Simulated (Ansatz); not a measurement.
GaN (F-43m): refractive index against wavelength

The refractive index of GaN (F-43m) below the direct gap (1.72 eV on the mesh) is read from one computed spectrum, n = √(Re ε).

It takes space group F-43m (No. 216, cubic). Conventional cell: a = 4.507 Å, b = 4.507 Å, c = 4.507 Å, α = 90.00°, β = 90.00°, γ = 90.00°. Around Ga on site a lie 4 N at 1.95 Å. Around N on site d lie 4 Ga at 1.95 Å.

Method: Ansatz 0.2.0, PBE, independent particles, k-mesh 10×10×10 with interpolation inside its cells, Gaussian parameter 0.1 eV.

Launch of the response step: `ansatz run input.yaml --threads 4 --pin off --max-ram 8192MiB --backend cpu --events-out ev --progress --plain --runs-dir out`. The run took 3 s, on 4 threads of Intel(R) Xeon(R) Platinum 8488C (Sapphire Rapids), with other jobs on the host.

| wavelength (nm) | photon energy E (eV) | n |
| --- | --- | --- |
| 3000 | 0.413 | 2.4746 |
| 2000 | 0.620 | 2.4828 |
| 1550 | 0.800 | 2.4931 |
| 1310 | 0.946 | 2.5043 |
| 1064 | 1.165 | ? |

In the single-oscillator model n² − 1 = E₀E_d/(E₀² − E²), so 1/(n² − 1) = E₀/E_d − E²/(E₀E_d) is linear in E².

Working, on the rows shown:

| x = E² (eV²) | y = 1/(n² − 1) |
| --- | --- |
| 0.170801 | 0.195174 |
| 0.384302 | 0.193637 |
| 0.639837 | 0.191734 |
| 0.895757 | 0.189699 |

Means: x̄ = 0.52267, ȳ = 0.19256. Σ(x − x̄)(y − ȳ) = -0.002233, Σ(x − x̄)² = 0.2959. Slope = -0.002233 / 0.2959 = -0.007547; intercept = ȳ − slope · x̄ = 0.19651. Turned back into n, the line misses the rows shown by at most 0.00031.

Predict the last column of the withheld row from the fit.

At x = 1.3578 the line gives y = 0.18626, that is 2.5237. The run gave 2.5268, so the extrapolation is off by 0.0031, 6 % of the range in the table. Beyond its data the fit drifts from the curve.

Refitted with all rows, the slope is -0.007975 and the intercept 0.19669. These give E₀ = √(intercept/−slope) = 4.97 eV and E_d = E₀/intercept = 25.2 eV; E₀ is 2.9 times the direct gap. The electronic limit at long wavelengths, without lattice vibrations, is n = √(1 + 1/intercept) = 2.467. Excitons are left out and so are local fields; PBE gaps are as a rule too small. Spin-orbit coupling is left out.
